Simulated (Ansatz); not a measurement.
The compound is TcO2 (1T sheet).

The cell holds 3 atoms: 1 Tc and 2 O. Cell: a = 2.758 Å, b = 2.758 Å, c = 28.793 Å, α = 90.0°, β = 90.0°, γ = 120.0°. Vacuum lies along c.

```
Tc O
1.0
     1.95047   -1.95047    0.00000
    -1.95047    0.00000   -1.95047
    16.62358   16.62358  -16.62358
Tc O
1 2
Direct
  0.00000 0.00000 0.32120
  0.33333 0.66667 0.36418
  0.66667 0.33333 0.27821
```

The structure was relaxed with PBEsol. The structure was generated from a model, not taken from a measurement. The runs that relaxed it are not among those shown. The program's search for lower electronic states was switched off, so nothing shows that the state found is the lowest. PAW set soft_2, made with PBE.

A constrained-RPA run (Ansatz 0.2.0; non-magnetic PBEsol; Tc d, bands v2 to c3, 6×6×1 mesh, medium accuracy) builds 5 functions on bands 6.6 eV wide, with 3.0 electrons in the window. The bare on-site interaction is 11.6 eV and the bare J 0.36 eV.

**Question.** What U and J survive the screening?

On the Tc d shell, U = 3.62 eV (31 % of the bare value), U′ = 3.06 eV, J = 0.25 eV.

The parent state is non-magnetic and the interaction static (zero frequency); U depends on the window and the orbitals, so it belongs to this model alone.

[Paths, hosts, dates, memory and timing lines, banners, echoed tables and standing remarks are left out of the program output.]

[Logs are printed without paths, hosts, clocks, repeated set-up lines and the standing remarks that a program may print on its own settings, such as how far it seeks lower states.]

[Runs of the session that timed out or met a known fault of the program may be left out.]

[Hosts, paths, dates, database ids (printed as entryN), source tags and the programs' standing remarks are cut or masked in the printed files.]
